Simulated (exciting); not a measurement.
Consider SnSe, space group Fm-3m.

```cif
data_structure
_symmetry_space_group_name_H-M 'P 1'
_symmetry_Int_Tables_number 1
_cell_length_a 4.2568
_cell_length_b 4.2568
_cell_length_c 4.2568
_cell_angle_alpha 60.000
_cell_angle_beta 60.000
_cell_angle_gamma 60.000
_cell_volume 54.54
loop_
_atom_site_label
_atom_site_type_symbol
_atom_site_fract_x
_atom_site_fract_y
_atom_site_fract_z
_atom_site_occupancy
Sn1 Sn 0.00000 0.00000 0.00000 1
Se2 Se 0.50000 0.50000 0.50000 1
```

Absorber: atom 1, with 6 Se at 3.01 Å (octahedral, site symmetry m-3m). Method: exciting, all-electron LAPW+lo, LDA, exchange and screened direct term (singlet BSE), 4×4×4 shifted k points, 21 conduction bands, |G+q| up to 3 bohr⁻¹ (2 in the exchange term), full RPA screening with nempty = 44, Lorentzian half width 1.38 eV.

What does the Sn L₃ spectrum look like, and is there a bound core exciton?

Bound core exciton? No bright one: the first bright state (over 5 % of the brightest) lies at 0.95 eV from the Kohn–Sham onset; weaker or dark states reach down to -0.19 eV. Maxima (height): 10.0 eV (0.98) and 13.1 eV (1.00).

Energy from the Kohn–Sham onset, core level to the lowest empty state found on the meshes used; Im ε in relative units:

| E (eV) | Im ε |
| --- | --- |
| -7.0 | 0.03 |
| -6.5 | 0.03 |
| -6.0 | 0.03 |
| -5.5 | 0.03 |
| -5.0 | 0.04 |
| -4.5 | 0.04 |
| -4.0 | 0.04 |
| -3.5 | 0.05 |
| -3.0 | 0.05 |
| -2.5 | 0.06 |
| -2.0 | 0.07 |
| -1.5 | 0.07 |
| -1.0 | 0.09 |
| -0.5 | 0.10 |
| 0.0 | 0.13 |
| 0.5 | 0.15 |
| 1.0 | 0.19 |
| 1.5 | 0.23 |
| 2.0 | 0.27 |
| 2.5 | 0.32 |
| 3.0 | 0.37 |
| 3.5 | 0.40 |
| 4.0 | 0.44 |
| 4.5 | 0.48 |
| 5.0 | 0.53 |
| 5.5 | 0.58 |
| 6.0 | 0.62 |
| 6.5 | 0.65 |
| 7.0 | 0.70 |
| 7.5 | 0.76 |
| 8.0 | 0.83 |
| 8.5 | 0.90 |
| 9.0 | 0.94 |
| 9.5 | 0.97 |
| 10.0 | 0.98 |
| 10.5 | 0.97 |
| 11.0 | 0.96 |
| 11.5 | 0.96 |
| 12.0 | 0.97 |
| 12.5 | 0.99 |
| 13.0 | 1.00 |
| 13.5 | 0.99 |
| 14.0 | 0.97 |
| 14.5 | 0.95 |
| 15.0 | 0.92 |
| 15.5 | 0.90 |
| 16.0 | 0.90 |
| 16.5 | 0.90 |
| 17.0 | 0.90 |
| 17.5 | 0.90 |
| 18.0 | 0.90 |
| 18.5 | 0.88 |
| 19.0 | 0.84 |

Binding energies aren't converged on 64 k points, and fine structure above the first lines is partly noise of the mesh. Exchange and the short-range direct term aren't converged in the kernel cutoff. The zero comes from the shifted mesh, which comes near the band minimum without meeting it. The conduction states carry no spin here, so the exchange coupling to the spinor core hole is only partly held. This core level is treated alone, with no coupling to its spin–orbit partner. The Kohn–Sham onset, 3852 eV, is no photon energy (tabulated edge of the element: 3929 eV): the scale needs a rigid shift. No quasiparticle correction widens the gap or stretches the bands. Vibrations and energy-dependent lifetimes are left out. The structure is a published determination, not relaxed.

[Banner, clock and machine lines of the logs are left out without a mark of their own.]

[Logs are printed without paths, hosts, clocks, repeated set-up lines and the standing remarks that a program may print on its own settings, such as how far it seeks lower states.]

[Hosts, paths, dates, database ids (printed as entryN), source tags and the programs' standing remarks are cut or masked in the printed files.]
